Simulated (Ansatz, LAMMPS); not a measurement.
**Free surface of ionic liquid triethylsulfonium formate with water at 300 K (81 atoms): a short ab initio trajectory**

How do the atoms of free surface of ionic liquid triethylsulfonium formate with water at 300 K (81 atoms) move, and what local order do they keep?

Main program and level: Ansatz 0.2.0; Kohn-Sham DFT, revPBE+D3(BJ), PAW (set soft_2), plane waves.

**1. The structure**

The cell holds 81 atoms: 21 C, 3 S, 50 H and 7 O. Its edges and angles: a = 8.480 Å, b = 8.480 Å, c = 21.223 Å, α = 90.0°, β = 90.0°, γ = 90.0°. 3 triethylsulfonium, 3 formate, 1 H2O placed at random, at 1.05 g/cm³, as a film with 10 Å of vacuum; overlaps pushed apart, then 10 ps at 350 K with MMFF94 bonds, angles, torsions, charges and radii (Halgren, J. Comput. Chem. 17, 490 (1996)) in harmonic and 12-6 forms; SPC/E water (Berendsen, Grigera and Straatsma, J. Phys. Chem. 91, 6269 (1987)); charges of ions scaled by 0.8. Snapshot after 30 ps at 300 K and fixed volume. Vacuum lies along c.

What the set-up can't give: The network of contacts between molecules at the start is that of the classical potential that made the cell. Only the Γ point is sampled, in a cell whose shortest periodic width is 8 Å.

**2. Single point at the start**

A single point comes first, to see the forces before anything moves.

Input file input.yaml:

```yaml
crystal:
  lattice:
    - [8.48017, 0.0, 0.0]
    - [0.0, 8.48017, 0.0]
    - [0.0, 0.0, 21.22254]
  atoms:
    - { symbol: C, position: [0.84724, 0.20866, 0.59095] }
    - { symbol: C, position: [0.88675, 0.03436, 0.59955] }
    - { symbol: S, position: [0.75848, 0.91424, 0.55358] }
    - { symbol: C, position: [0.78924, 0.72658, 0.59269] }
    [... 71 atom lines left out ...]
    - { symbol: C, position: [0.79734, 0.92742, 0.98534] }
    - { symbol: O, position: [0.70964, 0.80628, 0.97584] }
    - { symbol: H, position: [0.91233, 0.8992, 0.01321] }
    - { symbol: O, position: [0.56485, 0.28455, 0.75065] }
    - { symbol: H, position: [0.61795, 0.17927, 0.75013] }
    - { symbol: H, position: [0.51415, 0.3043, 0.70884] }
kpoints:
  mp_grid: { grid: [1, 1, 1] }
hamiltonian:
  xc: revpbe
  dispersion: d3bj
scf:
  occupations: { method: gaussian, width: 0.05 }
output:
  forces: true
```

Started as:

```console
$ ansatz run input.yaml --threads 4 --pin off --max-ram 8192MiB --backend cpu --events-out ev --progress --plain --runs-dir out
```

Wall time 7.8 s (4 threads of Arm Neoverse V2, shared host); peak memory 1.3 GiB.

Read from the output:

| Property | Result |
| --- | --- |
| free energy | -12792.6917 eV |
| free energy per atom | -157.9345 eV/atom |
| SCF cycles | 10 |
| r.m.s. force component | 0.9035 eV/Å |
| longest force | 3.821 eV/Å |
| Fermi energy | -0.6906 eV |

The r.m.s. force component of 0.90 eV/Å sets the starting point.

Neighbours are counted within 1.34 Å (H-C), 1.21 Å (H-O), 1.85 Å (C-C), 1.68 Å (C-O), 2.21 Å (C-S).

Length of the force by element and coordination:

```tsv
element	coordination	atoms	mean length of the force (eV/Å)	spread	least	most
C	all	21	1.92	0.997	0.539	3.82
C	3	3	2.18	0.867	0.960	2.89
C	4	18	1.88	1.01	0.539	3.82
H	all	50	0.980	0.497	0.251	2.28
O	all	7	1.43	0.847	0.281	3.07
O	1	6	1.55	0.852	0.281	3.07
O	2	1	0.671	0	0.671	0.671
S	all	3	2.56	0.442	1.95	2.99
```

**3. Dynamics at 300 K**

A Nosé–Hoover thermostat steers the temperature while disturbing the dynamics little. The time step is 0.5 fs, short enough for the stretching of bonds to hydrogen.

input.yaml, as its differences from that of step 2:

```diff
@@ -16 +16,8 @@
   forces: true
+md:
+  timestep: 0.5
+  n_steps: 400
+  ensemble: nvt_nose_hoover
+  temperature: 300
+  initial_velocities: maxwell_boltzmann
+  seed: 474
```

Run time: 17 min. Hardware: 4 threads; peak memory 1.4 GiB; 64 min of CPU time.

The program notes that it switched symmetry off.

Rows from the run:

```tsv
time (fs)	T (K)	potential (meV/atom)	conserved (meV/atom)
0.0	300	0.0	0.00
13.5	354	-7.1	-0.05
26.5	351	-7.0	0.00
40.0	331	-5.2	-0.01
53.5	313	-4.1	-0.05
66.5	303	-3.9	0.00
80.0	325	-8.1	-0.05
93.5	332	-10.4	-0.01
106.5	336	-12.4	-0.07
120.0	333	-13.2	-0.06
133.5	321	-12.9	-0.04
146.5	306	-12.0	-0.05
160.0	290	-10.9	-0.05
173.5	316	-14.7	-0.04
186.5	357	-20.7	-0.08
200.0	329	-17.9	-0.04
```

Mean square displacement from the first frame to the last: C 0.47 Å², S 0.39 Å², H 1.0 Å², O 1.2 Å².

Mean square displacement against time lag:

```tsv
time lag (fs)	C (Å²)	H (Å²)	O (Å²)	S (Å²)
0.5	2.0e-5	1.9e-4	1.8e-5	9.1e-6
4.5	0.00152	0.0126	0.00142	7.2e-4
8.5	0.00481	0.0322	0.00483	0.00246
12.5	0.00912	0.0519	0.00991	0.00507
17.0	0.0146	0.0696	0.0174	0.00878
21.0	0.0198	0.0792	0.0257	0.0126
25.0	0.0259	0.0966	0.0359	0.0168
29.5	0.0338	0.127	0.0494	0.0218
33.5	0.0417	0.159	0.0631	0.0263
37.5	0.0501	0.192	0.0780	0.0308
41.5	0.0587	0.219	0.0942	0.0350
46.0	0.0686	0.248	0.114	0.0395
50.0	0.0776	0.277	0.133	0.0434
54.0	0.0865	0.306	0.153	0.0472
58.5	0.0966	0.343	0.177	0.0512
62.5	0.106	0.371	0.199	0.0546
66.5	0.115	0.394	0.222	0.0579
70.5	0.125	0.418	0.246	0.0610
75.0	0.136	0.444	0.273	0.0643
79.0	0.146	0.468	0.298	0.0671
83.0	0.157	0.492	0.323	0.0699
87.5	0.168	0.513	0.352	0.0733
91.5	0.179	0.533	0.379	0.0768
95.5	0.190	0.552	0.406	0.0808
100.0	0.203	0.576	0.437	0.0862
```

The drift taken off is the plain mean over atoms, not the centre of mass, so with hydrogen in the cell the heavy atoms' values at short lags are too large.

Over the second half of 200 fs the temperature averages 329 K with swings of 21 K r.m.s. The conserved energy stays within 0.09 meV/atom. From first frame to last O has the largest mean square displacement, 1.2 Å² at the end; the farthest move is 2.39 Å. The run spans 0.20 ps, too short for its means to be equilibrium values.

**4. Structure statistics late in the run**

The g(r) is a mean over the second half; what follows it is taken at the last frame.

Bonds before and after, by the cutoffs listed below:

```tsv
pair	bonds before	bonds after	mean before (Å)	mean after (Å)	spread before (Å)	spread after (Å)
H-C	48	48	1.094	1.095	0.033	0.030
H-O	2	2	1.000	1.006	0.000	0.007
C-C	9	9	1.525	1.536	0.027	0.033
C-O	6	6	1.257	1.251	0.025	0.032
C-S	9	9	1.837	1.814	0.033	0.025
```

Mean of 14 frames; normalised to the volume that the atoms fill. Pair distribution functions g(r), in bins of 0.2 Å:

```tsv
r (Å)	total	H-H	H-C	H-O	H-S	C-C	C-O
0.90	0.20	0.00	0.00	1.84	0.00	0.00	0.00
1.10	5.24	0.00	16.10	0.67	0.00	0.00	0.15
1.30	0.50	0.00	0.04	0.00	0.00	0.00	10.79
1.50	0.54	0.13	0.00	0.04	0.00	7.28	0.00
1.70	1.03	2.47	0.00	0.28	0.00	0.15	0.00
1.90	0.97	1.56	0.02	0.70	0.00	0.00	0.00
2.10	1.05	0.19	2.30	2.21	0.13	0.00	0.00
2.30	1.20	0.75	1.54	0.90	5.50	0.00	0.00
2.50	0.95	1.60	0.22	0.88	3.53	0.00	0.00
2.70	0.88	1.07	0.59	0.94	1.06	0.59	0.00
2.90	0.93	0.78	0.86	1.13	1.73	1.20	0.27
3.10	1.00	1.14	0.81	1.13	2.06	0.31	1.27
3.30	0.69	0.69	0.65	0.67	1.02	0.36	1.71
3.50	0.79	0.73	0.78	0.91	0.26	1.04	1.74
3.70	0.94	0.86	1.00	0.99	1.30	0.83	1.35
3.90	1.01	1.14	0.87	1.37	0.64	0.96	1.02
4.10	0.96	0.98	0.86	1.30	0.29	1.08	1.27
4.30	1.02	0.91	1.14	1.24	0.45	1.36	0.96
4.50	1.00	0.92	1.19	1.23	0.21	1.07	0.89
4.70	1.04	1.04	1.14	1.03	0.44	1.06	1.20
4.90	1.04	1.00	1.12	0.91	0.73	1.18	1.35
5.10	0.95	0.98	0.98	0.78	0.84	0.93	1.11
5.30	0.96	0.98	0.89	1.23	0.96	0.96	0.98
5.50	0.89	0.94	0.85	1.00	0.66	0.85	0.90
5.70	0.88	0.89	0.86	1.01	0.76	0.84	0.81
5.90	0.91	0.91	0.91	1.14	0.83	0.67	0.88
6.10	0.87	0.88	0.83	0.91	0.79	0.84	0.91
6.30	0.88	0.85	0.88	0.79	1.06	0.89	1.14
```

Bonds by pair of elements; cutoffs follow the first minimum of g(r), held within bounds set by covalent radii, and pairs that aren't listed don't count as bonded:

```tsv
pair A-B	cutoff (Å)	bonds	mean length (Å)	spread (Å)	shortest (Å)	B about A	A about B
H-C	1.34	48	1.09	0.03	1.04	0.96	2.29
H-O	1.21	2	1.01	0.007	0.999	0.04	0.286
C-C	1.85	9	1.54	0.033	1.47	0.857	0.857
C-O	1.73	6	1.25	0.032	1.20	0.286	0.857
C-S	2.21	9	1.81	0.025	1.76	0.429	3
```

How many atoms have how many bonded neighbours:

```tsv
element	mean	1	2	3	4
C	3.86	0	0	3	18
H	1	50	0	0	0
O	1.14	6	1	0	0
S	3	0	0	3	0
```

Bond angles, per cent of each kind in bins of 5°:

```tsv
angle (°)	C-C-H	H-C-H	H-C-S
95–100	0.0	0.0	22.2
100–105	4.4	11.1	38.9
105–110	37.8	52.8	38.9
110–115	37.8	27.8	0.0
115–120	13.3	5.6	0.0
120–125	6.7	2.8	0.0
```

Bond angles (no mean is given where the spread exceeds 20°):

```tsv
angle	count	mean (°)	spread (°)
C-C-H	45	111	4.7
H-C-H	36	109	4
H-C-S	18	104	3.8
C-C-S	9	111	5.4
C-S-C	9	101	3.4
```

Bond length by coordination (bonds to H left out):

```tsv
element	coordination	atoms	mean bond length (Å)
C	3	3	1.25
C	4	18	1.63
O	1	6	1.25
```

By these cutoffs 86 % of C atoms have 4, all H atoms have 1, 86 % of O atoms have 1 and all S atoms have 3 bonded neighbours. The C-C-H angle averages 111° with a spread of 5°.

**5. Single point at the last frame**

The last frame is solved once more, with the analyses that the dynamics left out.

Input file input.yaml:

```yaml
crystal:
  lattice:
    - [8.48017, 0.0, 0.0]
    - [0.0, 8.48017, 0.0]
    - [0.0, 0.0, 21.22254]
  atoms:
    - { symbol: C, position: [0.89027, 0.19662, 0.57561] }
    - { symbol: C, position: [0.87251, 0.03956, 0.60352] }
    - { symbol: S, position: [0.70294, 0.9326, 0.57263] }
    - { symbol: C, position: [0.71782, 0.74374, 0.61154] }
    [... 71 atom lines left out ...]
    - { symbol: C, position: [0.72269, 0.94635, 0.01203] }
    - { symbol: O, position: [0.67065, 0.96812, 0.06678] }
    - { symbol: H, position: [0.73553, 0.80935, 0.99877] }
    - { symbol: O, position: [0.55288, 0.29347, 0.75511] }
    - { symbol: H, position: [0.60304, 0.18692, 0.75477] }
    - { symbol: H, position: [0.53334, 0.32518, 0.70975] }
kpoints:
  mp_grid: { grid: [1, 1, 1] }
hamiltonian:
  xc: revpbe
  dispersion: d3bj
scf:
  occupations: { method: gaussian, width: 0.05 }
output:
  forces: true
  populations: true
  dos:
    method: { smearing: { sigma: 0.08 } }
    de: 0.1
    projected: { site_lists: { C: [C], H: [H], O: [O], S: [S] } }
  eigenvalues: true
  write_density: true
  write_potential: true
  volumetric_format: npy
```

Wall time 8.2 s (4 threads); peak memory 1.3 GiB; 31 s of CPU time.

The program notes that the exchange-correlation potential is rough where the density is thin.

Read from the output:

| Quantity | Value |
| --- | --- |
| free energy | -12794.1414 eV |
| free energy per atom | -157.9524 eV/atom |
| SCF cycles | 10 |
| r.m.s. force component | 0.8458 eV/Å |
| longest force | 3.745 eV/Å |
| Fermi energy | -0.1973 eV |
| gap (highest filled to lowest empty level) | 2.746 eV |
| spilling of the projection | 0.01559 |

Neighbours are counted within 1.34 Å (H-C), 1.21 Å (H-O), 1.85 Å (C-C), 1.73 Å (C-O), 2.21 Å (C-S), the cutoffs taken from the dynamics.

Length of the force by element and coordination:

```tsv
element	coordination	atoms	mean length of the force (eV/Å)	spread	least	most
C	all	21	2.03	0.757	1.17	3.66
C	3	3	2.87	0.657	2.06	3.66
C	4	18	1.89	0.680	1.17	3.54
H	all	50	0.878	0.437	0.251	2.13
O	all	7	1.28	1.17	0.378	3.74
O	1	6	1.43	1.20	0.409	3.74
O	2	1	0.378	0	0.378	0.378
S	all	3	1.27	0.590	0.508	1.94
```

Löwdin charges by element and coordination (they lack the spilled electrons, 0.037 e an atom on average):

```tsv
element	coordination	atoms	mean charge (e)	spread	least	most
C	all	21	-0.277	0.293	-0.461	0.444
C	3	3	0.431	0.0094	0.423	0.444
C	4	18	-0.394	0.0515	-0.461	-0.329
H	all	50	0.211	0.0533	-0.0145	0.374
O	all	7	-0.576	0.0903	-0.783	-0.495
O	1	6	-0.542	0.0349	-0.582	-0.495
O	2	1	-0.783	0	-0.783	-0.783
S	all	3	0.770	0.0157	0.754	0.791
```

States in the cell by windows of 1 eV, zero at the Fermi level; the larger projections on atomic orbitals stand beside the total:

```tsv
from (eV)	to (eV)	total	C p	H s	O p	S p
-10	-9	15.5	8.8	3.5	0.4	1.5
-9	-8	18.0	9.8	4.3	1.7	1.1
-8	-7	19.8	11.7	4.3	2.0	0.7
-7	-6	32.7	16.2	8.2	5.7	1.1
-6	-5	21.2	9.8	4.8	3.3	2.4
-5	-4	6.0	1.2	0.8	1.7	1.8
-4	-3	0.0	0.0	0.0	0.0	0.0
-3	-2	12.5	0.2	0.5	11.6	0.0
-2	-1	7.5	0.1	0.7	6.5	0.0
-1	1	0.0	0.0	0.0	0.0	0.0
1	2	13.6	3.4	1.5	0.0	4.0
2	3	9.2	1.7	2.2	0.1	0.5
3	4	26.9	5.6	5.1	1.6	0.6
4	5	25.6	3.4	5.3	0.6	0.3
```

The curve was stored every 0.10 eV, coarse against its broadening of 0.08 eV, so these counts are rough.

Between -23 and -10 eV lie 61 more states.

The levels nearest the highest filled one (over half full), pooled over k-points and spins:

```tsv
level less the highest filled one (eV)	occupation
-0.737	2
-0.702	2
-0.554	2
-0.491	2
-0.178	2
0	2
2.75	0
2.85	0
2.99	0
3.08	0
3.20	0
3.30	0
```

Planar average of the electrostatic potential energy along the normal, with the Fermi level as zero, after a running mean with a triangular window 4 Å wide at its base:

```tsv
height (Å)	potential energy (eV)
0.0	-1.88
0.6	-1.71
1.2	-0.84
1.8	0.34
2.4	1.47
2.9	2.27
3.7	2.78
4.3	2.93
4.9	2.95
5.5	2.93
6.0	2.91
6.6	2.88
7.2	2.85
7.8	2.82
8.4	2.79
9.0	2.75
9.6	2.63
10.2	2.24
10.9	0.99
11.5	-0.61
12.1	-2.10
12.7	-2.70
13.3	-1.98
13.9	-0.55
14.4	0.38
15.0	0.13
15.6	-1.07
16.2	-2.21
16.8	-2.36
17.4	-1.55
18.1	-0.02
18.7	0.74
19.3	0.71
19.9	-0.03
20.5	-1.04
21.1	-1.79
```

Mean Löwdin charges: C -0.28, H +0.21, O -0.58, S +0.77 e (they miss 1.6 % of the electrons, so they add up to more than the cell's charge).

**6. Summary of results**

* mean temperature, second half: 328.7 K
* temperature swing, second half: 20.74 K
* slope of the conserved energy against time, by least squares: -0.2178 meV/atom/ps
* free energy per atom: -157.9524 eV/atom
* r.m.s. force component: 0.8458 eV/Å
* gap (highest filled to lowest empty level): 2.746 eV
* wall time of the 3 DFT runs: 17 min

**Reading.** Over the second half of 200 fs the temperature averages 329 K with swings of 21 K r.m.s. The conserved energy stays within 0.09 meV/atom. The run spans 0.20 ps, too short for its means to be equilibrium values. By these cutoffs 86 % of C atoms have 4, all H atoms have 1, 86 % of O atoms have 1 and all S atoms have 3 bonded neighbours. The highest filled and lowest empty levels differ by 2.75 eV (at Γ alone); a semilocal functional tends to put such gaps too low.

**Limits.** The network of contacts between molecules at the start is that of the classical potential that made the cell; DFT moved the atoms only locally, and no bond changed.

[Logs are printed without paths, hosts, clocks, repeated set-up lines and the standing remarks that a program may print on its own settings, such as how far it seeks lower states.]

[Hosts, paths, dates, database ids (printed as entryN), source tags and the programs' standing remarks are cut or masked in the printed files.]

[The MMFF94 radii named for the starting cell were scaled by 0.96; in molecules described by MMFF94, hydrogen bound to N, O or S took a small fixed 12-6 site in their place.]
